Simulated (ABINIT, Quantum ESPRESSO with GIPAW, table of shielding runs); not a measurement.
# LiH in space group Fm-3m: GIPAW and the converse approach side by side, part 2 of 2

How well do two plane-wave methods agree on the shieldings of LiH in space group Fm-3m?

ABINIT 10.8.3 and Quantum ESPRESSO with GIPAW.

So far: Starting point; GIPAW: ground state; GIPAW: response.

The database entry behind the starting cell differs from later determinations by our own check (the deuteride, about 0.2 % short), so it need not match the best structure at ambient conditions.

**4. Converse method: dipole on Li1; PBE, zora 0, 32 Ha, 3×3×3 (4 shifts)**

Level of this step: DFT, PBE, plane-wave PAW (JTH 2.0), scalar-relativistic datasets, non-relativistic dipole terms (zora 0), shielding from the orbital moment that a nuclear dipole induces (ABINIT).

A nuclear dipole of one atomic unit is put on one atom. The ground state with the dipole is followed by the k-derivatives of the wave functions, and the induced orbital moment, with its sign turned, is the shielding tensor applied to the dipole's direction; the site's symmetry gives the rest. The dipole breaks time reversal, so the whole zone is sampled. JTH 2.0 datasets hold the cores' Lamb term.

Input file run.abi:

```
ndtset 2
acell 3*1.0 Angstrom
rprim
  0.00000000 2.03675000 2.03675000
  2.03675000 0.00000000 2.03675000
  2.03675000 2.03675000 0.00000000
natom 2
ntypat 2
znucl 3 1
typat 1 2
xred
  0.00000000 0.00000000 0.00000000
  0.50000000 0.50000000 0.50000000
pseudos "Li_PBE_JTH.xml, H_PBE_JTH.xml"
ecut 32
pawecutdg 64
pawovlp -1
kptopt 3
ngkpt 3 3 3
nshiftk 4
shiftk 0.5 0.5 0.5  0.5 0 0  0 0.5 0  0 0 0.5
nband 2
occopt 1
nsym 1
symmorphi 0
istwfk *1
chkprim 0
chksymbreak 0
chksymtnons 0
optforces 0
optstress 0
pawcpxocc 2
usexcnhat 0
paral_atom 0
paral_kgb 0
prtden 0
prteig 0
prtebands 0
prtgsr 0
natnd 1
iatnd 1
atndlist 1 0 0
tolvrs1 1d-14
nstep1 50
rfddk2 1
rfdir2 1 1 1
iscf2 -3
getwfk2 -1
orbmag2 2
tolwfr2 1d-18
nstep2 30
prtwf2 0
```

Launch:

```
abinit run.abi > log
```

Numbers of over 12 decimals in the logs are rounded to 6 here.

Output:

```text
DATASET    1 : space group P1 (#  1); Bravais aP (primitive triclinic)
[...]
Values of the parameters that define the memory need for DATASET  1.
     intxc =       0    ionmov =       0      iscf =      17    lmnmax =       9
     lnmax =       5     mgfft =      30  mpssoang =       2    mqgrid =    3001
     natom =       2  nloc_mem =       2    nspden =       1   nspinor =       1
    nsppol =       1      nsym =       1    n1xccc =       1    ntypat =       2
    occopt =       1   xclevel =       2
       mpw =         988          nfft =       27000          nkpt =         108
 PAW method is used; the additional fine FFT grid is defined by:
   mgfftf=        40    nfftf =     64000
[...]
DATASET    2 : space group P1 (#  1); Bravais aP (primitive triclinic)
[...]
Values of the parameters that define the memory need for DATASET  2 (RF).
     intxc =       0      iscf =      -3    lmnmax =       9     lnmax =       5
     mgfft =      30  mpssoang =       2    mqgrid =    3001     natom =       2
  nloc_mem =       2    nspden =       1   nspinor =       1    nsppol =       1
      nsym =       1    n1xccc =       1    ntypat =       2    occopt =       1
   xclevel =       2
      nfft =       27000          nkpt =         108
[...]
acell      1.8897261259E+00  1.8897261259E+00  1.8897261259E+00 Bohr
              amu      6.94100000E+00  1.00794000E+00
         atndlist      1.0000000000E+00  0.0000000000E+00  0.0000000000E+00
[...]
ecut      3.20000000E+01 Hartree
           getwfk1          0
           getwfk2         -1
            iatnd        1    0
             iscf1         17
             iscf2         -3
     [istwfk list left out]
              ixc     -101130
           jdtset        1    2
     [kpt list left out]
           kptopt           3
         kptrlatt        3   -3    3     -3    3    3     -3   -3    3
[...]
natnd           1
            natom           2
            nband           2
           ndtset           2
            ngfft          30      30      30
          ngfftdg          40      40      40
             nkpt         108
            nstep1         50
            nstep2         30
             nsym           1
           ntypat           2
        nucdipmom      1.0000000000E+00  0.0000000000E+00  0.0000000000E+00
[...]
occ      2.000000  2.000000
[...]
optforces           0
        optstress           0
           orbmag1          0
           orbmag2          2
        pawcpxocc           2
        pawecutdg      6.40000000E+01 Hartree
          pawovlp     -1.0000000000E+00
[...]
rfddk1          0
            rfddk2          1
            rprim      0.0000000000E+00  2.0367500000E+00  2.0367500000E+00
[...]
shiftk      5.00000000E-01  5.00000000E-01  5.00000000E-01
          spgroup           1
        symmorphi           0
           tolvrs1     1.00000000E-14
           tolvrs2     0.00000000E+00
           tolwfr1     0.00000000E+00
           tolwfr2     1.00000000E-18
            typat      1  2
        usexcnhat           0
           useylm           1
     [wtk list left out]
[...]
xred      0.0000000000E+00  0.0000000000E+00  0.0000000000E+00
[...]
znucl        3.00000    1.00000
[...]
dimensions: {natom: 2, nkpt: 108, mband: 2, nsppol: 1, nspinor: 1, nspden: 1, mpw: 988, }
cutoff_energies: {ecut:  32.0, pawecutdg:  64.0, }
electrons: {nelect:   4.00000000E+00, charge:   0.00000000E+00, occopt:   1.00000000E+00, tsmear:   1.00000000E-02, }
[...]
Unit cell volume ucvol=  1.1403542E+02 bohr^3
[...]
Coarse grid specifications (used for wave-functions):
[...]
Fine grid specifications (used for densities):
[...]
2.40887065E+01                                ecore*ucvol(ha*bohr**3)
[...]
solver: {iscf: 17, nstep: 50, nline: 4, wfoptalg: 10, }
tolerances: {tolvrs: 1.00E-14, }
[...]
ETOT  1  -7.963641    -7.964E+00 3.923E+00 1.320E+00
 ETOT  2  -8.141075    -1.774E-01 1.633E-04 2.910E+00
 ETOT  3  -8.142959    -1.884E-03 2.158E-05 3.989E+00
 ETOT  4  -8.136487     6.472E-03 6.248E-04 1.982E-01
 ETOT  5  -8.136252     2.348E-04 1.009E-04 2.640E-03
 ETOT  6  -8.136249     3.046E-06 6.609E-07 2.165E-05
 ETOT  7  -8.136249    -1.638E-07 2.310E-09 1.914E-05
 ETOT  8  -8.136249     2.429E-08 1.043E-09 2.729E-07
 ETOT  9  -8.136249    -2.257E-10 1.381E-12 1.215E-08
 ETOT 10  -8.136249    -1.302E-11 2.600E-13 6.640E-10
 ETOT 11  -8.136249     3.748E-13 1.246E-14 1.502E-11
 ETOT 12  -8.136249    -2.309E-14 4.339E-15 4.185E-12
 ETOT 13  -8.136249    -1.954E-14 5.540E-17 2.050E-13
 ETOT 14  -8.136249     1.599E-14 9.434E-18 7.377E-16

 At SCF step   14       nres2   =  7.38E-16 < tolvrs=  1.00E-14 =>converged.
[...]
comment   : Summary of ground state results
[...]
etotal    :  -8.13624899E+00
entropy   :   0.00000000E+00
fermie    :  -7.38707178E-02

 Integrated electronic density in atomic spheres:
[...]
----iterations are completed or convergence reached----
[...]
f-sum rule ratio=    6.9582172898E-01
 Expectation of eigenvalue derivatives (hartree) for nkpt= 108  k points:
  (in case of degenerate eigenvalues, averaged derivative)
 [levels by k-point left out]

 Nine components of 2nd-order total energy (hartree) are
 1,2,3: 0th-order hamiltonian combined with 1st-order wavefunctions
     kin0=   8.51848907E+00 eigvalue=   2.84056998E+00  local=  -4.06899313E+00  nclr dpl0=  -6.83396291E-09
 4,5,6: 1st-order hamiltonian combined with 1st and 0th-order wfs
     kin1=  -1.11259163E+01  Hartree=   0.00000000E+00     xc=   0.00000000E+00  nclr dpl1=  -4.13086863E-11
 7,8,9: eventually, occupation + non-local contributions
    edocc=   0.00000000E+00     enl0=  -4.12730937E-01   enl1=  -2.63852570E+00
 10: eventually, PAW "on-site" Hxc contribution: epaw1=   0.00000000E+00
 1-10 gives the relaxation energy (to be shifted if some occ is /=2.0)
   erelax=  -6.88710705E+00
 11 Contribution from 1st-order change of wavefunctions overlap
 eovl1 =  -4.88603658E-03
  No Ewald or frozen-wf contrib.: the relaxation energy is the total one
 2DEtotal=   -0.6887107046E+01 Ha. Also 2DEtotal=   -0.187407729937E+03 eV
    (  non-var. 2DEtotal :   -6.8871070455E+00 Ha)
[...]
symkpt : not enough symmetry to change the number of k points.

 Initialisation of the first-order wave-functions :
  ireadwf=   0
[...]
solver: {iscf: -3, nstep: 30, nline: 4, wfoptalg: 10, }
tolerances: {tolwfr: 1.00E-18, }
[...]
ETOT  2  -6.887106     -1.233E-03 1.187E-05 0.000E+00
 ETOT  3  -6.887107     -7.518E-07 2.001E-08 0.000E+00
 ETOT  4  -6.887107     -7.973E-10 3.243E-11 0.000E+00
 ETOT  5  -6.887107     -1.145E-12 6.142E-14 0.000E+00
 ETOT  6  -6.887107      0.000E+00 1.025E-16 0.000E+00
 ETOT  7  -6.887107      1.421E-14 8.996E-19 0.000E+00

 At SCF step    7   max residual=  9.00E-19 < tolwfr=  1.00E-18 =>converged.
[...]
----iterations are completed or convergence reached----
[...]
f-sum rule ratio=    6.9582172898E-01
 Expectation of eigenvalue derivatives (hartree) for nkpt= 108  k points:
  (in case of degenerate eigenvalues, averaged derivative)
 [levels by k-point left out]

 Nine components of 2nd-order total energy (hartree) are
 1,2,3: 0th-order hamiltonian combined with 1st-order wavefunctions
     kin0=   8.51848907E+00 eigvalue=   2.84056998E+00  local=  -4.06899313E+00  nclr dpl0=  -6.83396274E-09
 4,5,6: 1st-order hamiltonian combined with 1st and 0th-order wfs
     kin1=  -1.11259163E+01  Hartree=   0.00000000E+00     xc=   0.00000000E+00  nclr dpl1=  -4.13086773E-11
 7,8,9: eventually, occupation + non-local contributions
    edocc=   0.00000000E+00     enl0=  -4.12730937E-01   enl1=  -2.63852570E+00
 10: eventually, PAW "on-site" Hxc contribution: epaw1=   0.00000000E+00
 1-10 gives the relaxation energy (to be shifted if some occ is /=2.0)
   erelax=  -6.88710705E+00
 11 Contribution from 1st-order change of wavefunctions overlap
 eovl1 =  -4.88603658E-03
  No Ewald or frozen-wf contrib.: the relaxation energy is the total one
 2DEtotal=   -0.6887107046E+01 Ha. Also 2DEtotal=   -0.187407729937E+03 eV
    (  non-var. 2DEtotal :   -6.8871070454E+00 Ha)
[...]
symkpt : not enough symmetry to change the number of k points.

 Initialisation of the first-order wave-functions :
  ireadwf=   0
[...]
solver: {iscf: -3, nstep: 30, nline: 4, wfoptalg: 10, }
tolerances: {tolwfr: 1.00E-18, }
[...]
ETOT  2  -6.887106     -1.233E-03 1.187E-05 0.000E+00
 ETOT  3  -6.887107     -7.518E-07 2.001E-08 0.000E+00
 ETOT  4  -6.887107     -7.973E-10 3.243E-11 0.000E+00
 ETOT  5  -6.887107     -1.143E-12 6.142E-14 0.000E+00
 ETOT  6  -6.887107     -2.665E-15 1.025E-16 0.000E+00
 ETOT  7  -6.887107      2.665E-15 8.996E-19 0.000E+00

 At SCF step    7   max residual=  9.00E-19 < tolwfr=  1.00E-18 =>converged.
[...]
----iterations are completed or convergence reached----
[...]
f-sum rule ratio=    6.9582172899E-01
 Expectation of eigenvalue derivatives (hartree) for nkpt= 108  k points:
  (in case of degenerate eigenvalues, averaged derivative)
 [levels by k-point left out]

 Nine components of 2nd-order total energy (hartree) are
 1,2,3: 0th-order hamiltonian combined with 1st-order wavefunctions
     kin0=   8.51848907E+00 eigvalue=   2.84056998E+00  local=  -4.06899313E+00  nclr dpl0=  -6.83396280E-09
 4,5,6: 1st-order hamiltonian combined with 1st and 0th-order wfs
     kin1=  -1.11259163E+01  Hartree=   0.00000000E+00     xc=   0.00000000E+00  nclr dpl1=  -4.13086793E-11
 7,8,9: eventually, occupation + non-local contributions
    edocc=   0.00000000E+00     enl0=  -4.12730937E-01   enl1=  -2.63852570E+00
 10: eventually, PAW "on-site" Hxc contribution: epaw1=   0.00000000E+00
 1-10 gives the relaxation energy (to be shifted if some occ is /=2.0)
   erelax=  -6.88710705E+00
 11 Contribution from 1st-order change of wavefunctions overlap
 eovl1 =  -4.88603659E-03
  No Ewald or frozen-wf contrib.: the relaxation energy is the total one
 2DEtotal=   -0.6887107046E+01 Ha. Also 2DEtotal=   -0.187407729939E+03 eV
    (  non-var. 2DEtotal :   -6.8871070455E+00 Ha)
[...]
Orbital magnetic moment computed with DFPT derivative wavefunctions

 Orbital magnetic moment, Cartesian directions :
 -8.08379805E-05  3.41028664E-13 -3.42758169E-13

 Chern vector, Cartesian directions :
  4.39682877E-07  1.03564766E-14 -6.82706290E-14

 Orbital magnetic moment, term-by-term breakdown :
     rho(1) CC :  -2.43446764E-05  2.50475247E-14 -6.57028857E-13
    rho(1) VV1 :  -5.51656209E-07  1.33619113E-15  7.03859269E-15
    rho(1) VV2 :   2.96645470E-08 -4.38514240E-16 -1.13925012E-15
     rho(0) NL :   1.32394475E-05  3.14980529E-13  3.09001903E-13
   <L_R> terms :   1.62426249E-07  1.02949809E-16 -6.30541662E-16
 <A0.An> terms :  -6.93731861E-05 -1.61466879E-20 -1.60559233E-20
    Lamb terms :   0.00000000E+00  0.00000000E+00  0.00000000E+00
 Chern vector, term-by-term breakdown :
  Ch CC :   4.44426868E-07  1.04647010E-14 -6.84212198E-14
 Ch vv1 :  -4.74399104E-09 -1.08224389E-16  1.50590761E-16
 Ch vv2 :   1.80945759E-25  7.36082317E-26 -2.75496914E-26
[...]
---- first-order wavefunction calculations are completed ----

 respfn : d/dk was computed, but no 2DTE, so no DDB output.

== END DATASET(S) ==
```

Wall time 78 s (1 thread of Arm Neoverse V2, shared host); peak memory 0.13 GiB.

Along the dipole the shielding is 80.8 ppm. The Chern vector, which should vanish, has length 4.4e-07. In mesh series on salts like this, lengths over 2.5e-7 went with errors from several ppm on light ions to many hundreds on heavy ones, so the run counts as not converged.

**5. Converse method: dipole on Li1; PBE, zora 3, 32 Ha, 3×3×3 (4 shifts)**

Against a zora 0 run on the same mesh, two-component wave functions with spin-orbit coupling and the ZORA dipole terms are switched on, to see what they add.

Edit run.abi of step 4 so:

```diff
@@ -21,4 +21,6 @@
 shiftk 0.5 0.5 0.5  0.5 0 0  0 0.5 0  0 0 0.5
-nband 2
+nband 4
 occopt 1
+zora 3
+nspinor 2
 nsym 1
```

Launch:

```
abinit run.abi > log
```

Output:

```text
[... set-up and SCF cycles left out ...]

 Orbital magnetic moment computed with DFPT derivative wavefunctions

 Orbital magnetic moment, Cartesian directions :
 -8.08372096E-05 -6.11034487E-13 -7.49388272E-15

 Chern vector, Cartesian directions :
  4.39691237E-07 -3.61589293E-14 -7.43074134E-15

 Orbital magnetic moment, term-by-term breakdown :
     rho(1) CC :  -2.43576183E-05 -2.42293987E-13 -3.99408255E-14
    rho(1) VV1 :  -5.51820610E-07 -1.42700468E-15 -1.36706417E-15
    rho(1) VV2 :   2.96506992E-08  7.05605172E-14 -1.11805986E-13
     rho(0) NL :   1.32533277E-05 -4.21587124E-13  1.79732222E-13
   <L_R> terms :   1.62434377E-07 -1.62811960E-14 -3.41055276E-14
 <A0.An> terms :  -6.93731835E-05 -5.69255936E-18 -6.70163532E-18
    Lamb terms :   0.00000000E+00  0.00000000E+00  0.00000000E+00
 Chern vector, term-by-term breakdown :
  Ch CC :   4.44439860E-07 -3.64353387E-14 -7.56662431E-15
 Ch vv1 :  -4.74862306E-09  2.76409399E-16  1.35882970E-16
 Ch vv2 :   1.29246971E-25 -5.03467053E-26 -1.19494086E-25
[...]
---- first-order wavefunction calculations are completed ----

 respfn : d/dk was computed, but no 2DTE, so no DDB output.

== END DATASET(S) ==
```

It took 4.9 min on 1 thread; peak memory 0.19 GiB.

Along the dipole the shielding is 80.8 ppm. The Chern vector, which should vanish, has length 4.4e-07. In mesh series on salts like this, lengths over 2.5e-7 went with errors from several ppm on light ions to many hundreds on heavy ones, so the run counts as not converged.

**6. Converse method: dipole on Li1; PBE, zora 0, 32 Ha, 2×2×2 (4 shifts)**

Against the first converse run the mesh is changed, to see how fast the orbital moment converges.

Edit run.abi of step 5 so:

```diff
@@ -18,9 +18,7 @@
 kptopt 3
-ngkpt 3 3 3
+ngkpt 2 2 2
 nshiftk 4
 shiftk 0.5 0.5 0.5  0.5 0 0  0 0.5 0  0 0 0.5
-nband 4
+nband 2
 occopt 1
-zora 3
-nspinor 2
 nsym 1
```

Launch:

```
abinit run.abi > log
```

Output:

```text
[... set-up and SCF cycles left out ...]

 Orbital magnetic moment computed with DFPT derivative wavefunctions

 Orbital magnetic moment, Cartesian directions :
 -7.58494859E-05  1.86394583E-13 -1.28544648E-13

 Chern vector, Cartesian directions :
  8.22261027E-07  6.40395627E-15 -4.03385276E-15

 Orbital magnetic moment, term-by-term breakdown :
     rho(1) CC :  -1.93499922E-05  1.88095220E-13 -1.28086919E-13
    rho(1) VV1 :  -5.85135343E-07 -5.10919138E-15  1.59090975E-15
    rho(1) VV2 :   3.06143011E-08  7.92028315E-17  2.61567435E-17
     rho(0) NL :   1.32479793E-05  2.48452958E-15 -2.14942090E-15
   <L_R> terms :   1.67817654E-07  8.44814592E-16  7.46252239E-17
 <A0.An> terms :  -6.93607696E-05  6.66949196E-21  7.69789934E-22
    Lamb terms :   0.00000000E+00  0.00000000E+00  0.00000000E+00
 Chern vector, term-by-term breakdown :
  Ch CC :   8.27096707E-07  6.35789752E-15 -3.99990450E-15
 Ch vv1 :  -4.83567946E-09  4.60587491E-17 -3.39482540E-17
 Ch vv2 :   9.56427583E-25  2.41832215E-25 -1.40481035E-24
[...]
---- first-order wavefunction calculations are completed ----

 respfn : d/dk was computed, but no 2DTE, so no DDB output.

== END DATASET(S) ==
```

Wall time 26 s (1 thread); peak memory 0.1 GiB.

Along the dipole the shielding is 75.8 ppm. The Chern vector, which should vanish, has length 8.2e-07. In mesh series on salts like this, lengths over 2.5e-7 went with errors from several ppm on light ions to many hundreds on heavy ones, so the run counts as not converged.

**7. Cost against result**

The runs with the dipole on the other atom differ from those above in iatnd alone.

```csv
level,dipole on,shielding along it (ppm),Chern vector
"PBE, zora 0, 32 Ha, 3×3×3 (4 shifts)",Li1,80.8,4.4e-07
"PBE, zora 0, 32 Ha, 3×3×3 (4 shifts)",H2,24.0,1.5e-07
"PBE, zora 3, 32 Ha, 3×3×3 (4 shifts)",Li1,80.8,4.4e-07
"PBE, zora 3, 32 Ha, 3×3×3 (4 shifts)",H2,24.0,1.5e-07
"PBE, zora 0, 32 Ha, 2×2×2 (4 shifts)",Li1,75.8,8.2e-07
"PBE, zora 0, 32 Ha, 2×2×2 (4 shifts)",H2,25.5,3.2e-07
```

Isotropic shieldings in ppm, all without the macroscopic shape term. Core time is summed over the runs of a row, on shared hosts.

```
                          method  functional  relativity  cutoff             mesh  core time  σ Li1  σ H2
                           GIPAW         PBE      scalar   55 Ry            7×7×7       27 s   85.0  22.9
converse (too coarse for a site)         PBE      zora 0   32 Ha  3×3×3, 4 shifts    2.6 min   80.8  24.0
converse (too coarse for a site)         PBE      zora 3   32 Ha  3×3×3, 4 shifts    9.8 min   80.8  24.0
converse (too coarse for a site)         PBE      zora 0   32 Ha  2×2×2, 4 shifts       51 s   75.8  25.5
```

**8. Results**

| Property | Result |
| --- | --- |
| σ_iso of 7Li (Li1), GIPAW | 85.0 ppm |
| σ_iso of 7Li (Li1), converse, zora 0, not converged | 80.8 ppm |
| σ_iso of 1H (H2), GIPAW | 22.9 ppm |
| σ_iso of 1H (H2), converse, zora 0 | 24.0 ppm |

What this shows: On the finest mesh the Chern vector is over 2.5e-7 for the dipole on Li1, so the converse value there is not converged with mesh or cutoff. The converse values lie -4.2 ppm (Li1) and +1.1 ppm (H2) from GIPAW's. GIPAW's own mesh and cutoff were not varied. From mesh 2×2×2, 4 shifts to 3×3×3, 4 shifts the converse values move by +5.0 ppm (Li1) and -1.4 ppm (H2). Going from zora 0 to zora 3 on the same mesh moves Li1 by -0.0 ppm and H2 by -0.0 ppm, at 3.8 times the cost. These runs aren't converged for every site and their mesh errors needn't cancel: the change is no larger than three times the last mesh step on Li1 and H2, so there it can't be told from mesh error. That step holds the scalar ZORA dipole terms as well as spin-orbit coupling. The spin response has no exchange-correlation kernel (nspden 1). GIPAW's log warns of levels that differ between two diagonalisations, on empty bands alone, which the response doesn't use. This build of gipaw.x prints that it isn't audited and that its numbers are no references by themselves. Atoms are fixed at the given structure, with no thermal motion. The shape term of a sphere, left out, would add about 4 ppm to every shielding, by GIPAW's valence susceptibility.

[Banner, clock, file and dataset-listing lines were taken out of the logs.]

[Logs are printed without paths, hosts, clocks, repeated set-up lines and the standing remarks that a program may print on its own settings, such as how far it seeks lower states.]

[Hosts, paths, dates, database ids (printed as entryN), source tags and the programs' standing remarks are cut or masked in the printed files.]
